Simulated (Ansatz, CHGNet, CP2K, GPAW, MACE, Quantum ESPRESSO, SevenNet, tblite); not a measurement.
**Codes compared on the unslipped end of a generalised stacking fault on (111) (glide set) of a Ge-Si solid solution (72 atoms)**

Aim: run the unslipped end of a generalised stacking fault on (111) (glide set) of a Ge-Si solid solution (72 atoms) in several programs and set results and cost side by side. A plane-wave run serves as the reference.

Main program and level: Quantum ESPRESSO 7.5; Kohn-Sham DFT, PBE, SSSP efficiency 1.3.0 pseudopotentials, plane waves.

**1. Starting point**

The cell holds 72 atoms: 51 Ge and 21 Si. Cell: a = 6.849 Å, b = 11.862 Å, c = 19.571 Å, α = 90.0°, β = 90.0°, γ = 90.0°. Diamond-structure Ge lattice (a = 5.5919 Å, the value set for the mixture), cell with z along [111], 1 x 3 x 2 periods; the third cell vector is tilted by 0.000 of 1/2[11-2] and lengthened by 0.2 Å, so the stacking has no slip (glide set); displaced by a Gaussian of 0.01 Å; 21 of 72 Ge sites given to Si at random (lattice constant by Vegard's rule between Ge and Si). Then every atom was moved at random, 0.03 Å r.m.s. a Cartesian component. The structure's axis is c.

**2. Reference: Quantum ESPRESSO, plane waves**

Contents of pw.in:

```
&control
  calculation = 'scf'
  pseudo_dir = './pseudo'
  outdir = './tmp'
  disk_io = 'none'
  tprnfor = .true.
  tstress = .true.
/
&system
  ibrav = 0
  nat = 72
  ntyp = 2
  ecutwfc = 45
  ecutrho = 360
  nosym = .true.
  occupations = 'smearing'
  smearing = 'fd'
  degauss = 0.003675
/
&electrons
  conv_thr = 3.6e-07
  electron_maxstep = 100
  mixing_beta = 0.2
  mixing_mode = 'local-TF'
  diagonalization = 'david'
/
ATOMIC_SPECIES
Ge 72.630 Ge.upf
Si 28.085 Si.upf
CELL_PARAMETERS angstrom
6.84865 0.00000 0.00000
0.00000 11.86221 0.00000
0.00000 0.00000 19.57091
ATOMIC_POSITIONS crystal
Ge 0.50037 0.17002 0.02236
Ge 0.49856 0.16938 0.14595
Ge 0.83788 0.16333 0.18567
Si 0.82978 0.16398 0.30579
Si 0.99753 0.99979 0.01792
Ge 0.00072 0.00103 0.14087
Si 0.33288 0.99439 0.18461
Ge 0.33195 0.00478 0.30723
Ge 0.65879 0.00387 0.35239
Si 0.66194 0.00033 0.47591
Si 0.50421 0.50087 0.01735
Si 0.50071 0.50063 0.14386
[... 56 atom lines left out ...]
Si 0.17082 0.50224 0.84395
Si 0.16965 0.49910 0.97014
Ge 0.16445 0.82942 0.84693
Si 0.16110 0.83601 0.96910
K_POINTS gamma
```

Launch:

```console
> OMP_NUM_THREADS=1 mpirun -np 4 pw.x -in pw.in > output.txt
```

Log:

```text
Program PWSCF
     gamma-point specific algorithms are used
     one sub-group per band group will be used
     scalapack distributed-memory algorithm (size of sub-group:  2*  2 procs)
     Parallelization info
     sticks:   dense  smooth     PW     G-vecs:    dense   smooth      PW
     Min        2078    1040    257               309397   109424   13667
     Max        2079    1041    260               309398   109429   13678
     Sum        8313    4161   1033              1237591   437709   54691
     bravais-lattice index     =            0
     lattice parameter (alat)  =      12.9421  a.u.
     unit-cell volume          =   10729.4683 (a.u.)^3
     number of atoms/cell      =           72
     number of atomic types    =            2
     number of electrons       =       798.00
[... lines left out ...]
     scf convergence threshold =      3.6E-07
[... lines left out ...]
     number of k points=     1  Fermi-Dirac smearing, width (Ry)=  0.0037
[... lines left out ...]
     total energy              =  -11135.37531479 Ry
[... lines left out ...]
     total energy              =  -11135.11635828 Ry
[... lines left out ...]
     total energy              =  -11135.17146878 Ry
[... lines left out ...]
     total energy              =  -11135.17704047 Ry
[... lines left out ...]
     total energy              =  -11135.17704066 Ry
[... lines left out ...]
   -17.1178 -17.0964 -17.0887 -17.0832 -17.0765 -17.0733 -17.0715 -17.0591
   -17.0536 -17.0512 -17.0503 -17.0432 -17.0376 -17.0333 -17.0304 -17.0288
   -17.0281 -17.0240 -17.0220 -17.0165 -17.0152 -17.0139 -17.0061 -17.0015
[...]
11.2378  11.2869  11.2986  11.3205  11.3413  11.3545  11.3844  11.3954
    11.4208  11.4543  11.4847  11.4903  11.4984  11.5347  11.5896  11.6028
    11.6209  11.6684  11.6941  11.9571  12.0014  12.0294  12.0997
     the Fermi energy is     8.0612 ev
!    total energy              =  -11135.17704138 Ry
     estimated scf accuracy    <       0.00000011 Ry
     smearing contrib. (-TS)   =      -0.00567127 Ry
     internal energy E=F+TS    =  -11135.17137011 Ry
     The total energy is F=E-TS. E is the sum of the following terms:
     one-electron contribution =   -8470.45752437 Ry
     hartree contribution      =    4925.61817126 Ry
     xc contribution           =   -3103.02658213 Ry
     ewald contribution        =   -4487.30543487 Ry
     convergence has been achieved in  13 iterations
     Forces acting on atoms (cartesian axes, Ry/au):
     atom    1 type  1   force =    -0.00182239   -0.02060386   -0.05016882
     atom    2 type  1   force =     0.01559667   -0.05224526   -0.00585667
     atom    3 type  1   force =    -0.02489717    0.02182088    0.00255025
[...]
atom   71 type  1   force =     0.01343684    0.02196378    0.01639861
     atom   72 type  2   force =     0.02053314    0.00470185    0.05326064
     Total force =     0.350924     Total SCF correction =     0.001927
     Computing stress (Cartesian axis) and pressure
          total   stress  (Ry/bohr**3)                   (kbar)     P=       17.14
  -0.00027261  -0.00000913  -0.00005400          -40.10       -1.34       -7.94
  -0.00000913   0.00055537   0.00000383           -1.34       81.70        0.56
  -0.00005400   0.00000383   0.00006673           -7.94        0.56        9.82
     Message from routine punch:
     Nothing written, as per user request (disk_io='none')
```

It took 4.1 min on 4 MPI ranks of Arm Neoverse V1, shared host; peak memory 4.4 GiB; 16 min of CPU time.

Banners, paths, timers and routine set-up lines are dropped from the logs unmarked, and long logs keep their key lines alone; longer cuts are marked.

Numbers from this run:

- r.m.s. force component: 0.6139 eV/Å
- longest force: 1.952 eV/Å
- pressure: 1.714 GPa

**3. What was run beside it**

The programs:
- CHGNet: machine-learned potential, published weights.
- CP2K 2026.2: Gaussian basis with GTH pseudopotentials and a plane-wave density; labels give functional, basis (MOLOPT sets; SR short-range, UZH the newer set with its own potentials), grid cutoff/relative cutoff and solver (OT: orbital transformation; TRS4, TC2, SIGN: linear-scaling purification with its sparsity filter), or its built-in tight binding.
- GPAW 26.7.0: PAW with atomic orbitals (LCAO), plane waves or a real-space grid of spacing h.
- MACE: machine-learned potential, published weights.
- SevenNet: machine-learned potential, published weights.
- tblite 0.8.0: extended tight binding, driven from Python.

All use the same cell and atoms; the electronic-structure runs use the same k-mesh, and an electronic temperature of 580 K (0.05 eV) where levels are smeared.

Differences are against the plane-wave reference, forces as r.m.s. over components; share is that over the reference's r.m.s. force, slope the least-squares factor from reference forces to these. Total energies of different programs have different zeros and aren't compared.

```tsv
run	Δ force, r.m.s. (meV/Å)	share (%)	slope	Δ pressure (GPa)	cores	CPU time	memory (GiB)
reference	-	-	-	-	4	16 min	4.4
CHGNet 0.3.0 potential	334	54.4	0.498	1.59	1	3.3 s	0.68
CP2K PBE, DZVP-UZH, 350/20 Ry, diagonalisation (coarse)	32.1	5.24	1.017	0.656	2	2.5 min	1.9
CP2K PBE, DZVP-UZH, 350/50 Ry, diagonalisation	23.1	3.76	1.020	0.556	2	3.5 min	1.9
CP2K PBE, TZVP-MOLOPT (SR for Ge), 350/50 Ry, diagonalisation	23.8	3.88	1.020	0.362	4	3.6 min	3.5
GPAW PBE, LCAO dzp, h 0.16 Å	42.3	6.89	1.060	-	1	10 min	3.1
GPAW PBE, LCAO dzp, h 0.2 Å	46.0	7.49	1.065	-	1	5.8 min	1.6
GPAW PBE, LCAO sz(dzp), h 0.2 Å (coarse)	171	27.8	1.105	-	1	84 s	1.2
MACE MPA-0 medium potential	238	38.8	0.743	-0.194	1	7.3 s	0.86
SevenNet l3i5 potential	233	38.0	0.745	0.634	1	9.4 s	1.1
tblite GFN1-xTB	221	36.0	0.765	5.01	1	8.8 s	0.16
```

Rows marked coarse were listed beforehand as settings not expected to be converged; some can still land near the reference.

Times of the machine-learned potentials are mostly Python's start and the loading of weights.

CPU time is summed over cores on a shared host, where runs went side by side, so it is rough. Symmetry, cutoffs, thresholds, outputs and thread counts weren't matched or tuned between programs; memory under MPI is the largest rank's times the ranks.

Mean charges by element (e), by run and scheme:

```tsv
run	scheme	Ge	Si
CP2K PBE, DZVP-UZH, 350/50 Ry, diagonalisation	Mulliken	-0.05	+0.12
CP2K PBE, DZVP-UZH, 350/50 Ry, diagonalisation	Hirshfeld	0.00	0.00
CP2K PBE, TZVP-MOLOPT (SR for Ge), 350/50 Ry, diagonalisation	Mulliken	-0.07	+0.16
CP2K PBE, TZVP-MOLOPT (SR for Ge), 350/50 Ry, diagonalisation	Hirshfeld	0.00	0.00
tblite GFN1-xTB	Mulliken	-0.05	+0.12
```

Within one program, basis, potentials and functional, energies share a zero. Each run against its twin at the usual cutoff or grid and solver:

```tsv
run	twin	Δ energy (meV/atom)	Δ force, r.m.s. (meV/Å)	CPU time over the twin's
CP2K PBE, DZVP-UZH, 350/20 Ry, diagonalisation	DZVP-UZH, 350/50 Ry, diagonalisation	-2.34	22.4	0.71
GPAW PBE, LCAO dzp, h 0.16 Å	LCAO dzp, h 0.2 Å	-4.46	11.1	1.8
```

A second geometry, displaced anew (every atom was moved at random, 0.06 Å r.m.s. a Cartesian component), gives an energy difference that all programs can be tested on. The reference puts it at 34.6 meV/atom.

```tsv
run	energy less the first geometry's (meV/atom)	error (meV/atom)	force share at the second geometry (%)
CP2K PBE, DZVP-UZH, 350/50 Ry, diagonalisation	34.85	0.254	2.90
GPAW PBE, LCAO dzp, h 0.2 Å	37.61	3.01	8.66
tblite GFN1-xTB	31.12	-3.48	27.4
CHGNet 0.3.0 potential	22.90	-11.7	40.8
SevenNet l3i5 potential	32.99	-1.61	26.9
MACE MPA-0 medium potential	33.82	-0.779	28.0
CP2K PBE, TZVP-MOLOPT (SR for Ge), 350/50 Ry, diagonalisation	34.30	-0.301	2.85
CP2K PBE, DZVP-UZH, 350/20 Ry, diagonalisation	34.75	0.155	3.95
GPAW PBE, LCAO sz(dzp), h 0.2 Å	48.46	13.9	34.3
GPAW PBE, LCAO dzp, h 0.16 Å	37.30	2.70	8.40
```

**4. Outcome**

| Property | Result |
| --- | --- |
| reference r.m.s. force component | 0.614 eV/Å |
| nearest in forces | CP2K PBE, DZVP-UZH, 350/50 Ry, diagonalisation, 3.8 % |
| farthest in forces | CHGNet 0.3.0 potential, 54 % |
| cheapest electronic-structure run beside the reference | tblite GFN1-xTB, 8.8 s of CPU time |

The PBE runs in local orbitals, coarse settings apart, differ by 3.8 % (CP2K PBE, DZVP-UZH, 350/50 Ry, diagonalisation) to 7.5 % (GPAW PBE, LCAO dzp, h 0.2 Å); basis, grid and potentials can all enter. Tight binding differs by 36 % (tblite GFN1-xTB); it is another model, with fitted parameters of its own, and the xTB methods hold dispersion. Machine-learned potentials differ by 38 % (SevenNet l3i5 potential) to 54 % (CHGNet 0.3.0 potential); they were trained on other programs' data. Among those trained on PBE data the slope goes as low as 0.50, which softening far from their training structures can give, though the reference's k-sampling is untested too. Runs with settings chosen to be coarse differ by 5.2 % (CP2K PBE, DZVP-UZH, 350/20 Ry, diagonalisation) to 28 % (GPAW PBE, LCAO sz(dzp), h 0.2 Å), their programs' other errors included. Of the electronic-structure runs that take under half the reference's CPU time, CP2K PBE, DZVP-UZH, 350/50 Ry, diagonalisation comes nearest, at 3.8 % in 3.5 min against 16 min. GPAW PBE, LCAO sz(dzp), h 0.2 Å stiffens the forces by a factor of 1.11 while following their directions (correlation 0.974); the slopes of the 3 GPAW runs lie between 1.06 and 1.11. Charges hang on model, scheme and program or settings: among these rows the mean for Si runs from -0.00 to +0.16 e. The energy difference between the two geometries, 34.6 meV/atom in the reference, is met best by CP2K PBE, DZVP-UZH, 350/20 Ry, diagonalisation (coarse) (+0.155) and worst by GPAW PBE, LCAO sz(dzp), h 0.2 Å (coarse) (+13.9). Periodic xTB results under one method name differ between programs and library versions. The potentials hold different valence shells: 798 electrons in the reference, 288 in CP2K with TZVP-MOLOPT and 288 in GPAW; this bears on time and differences. GPAW's setups keep the filled d shell of Ge in the core. The reference's pressure holds the uncorrected Pulay stress of its 45 Ry basis, so small pressure differences, and their order, may be the reference's own error. Machine-learned potentials mimic data converged in k, so the reference's own k-point error enters their differences. The reference's stress is far from hydrostatic: its diagonal is -4.0, 8.2, 1.0 GPa, compression counted positive. The host structure and its lattice constant were typed by rule, without a check against the phase diagram. The reference's pressure of 1.7 GPa belongs to a cell and atoms that aren't relaxed at this level. The electronic-structure runs sample only Γ, in a cell whose shortest periodic width is 7 Å.

[Also dropped from logs without a mark: logging warnings of Python, and SIESTA's first energy breakdown and zero terms.]

[Logs are printed without paths, hosts, clocks, repeated set-up lines and the standing remarks that a program may print on its own settings, such as how far it seeks lower states.]

[Hosts, paths, dates, database ids (printed as entryN), source tags and the programs' standing remarks are cut or masked in the printed files.]
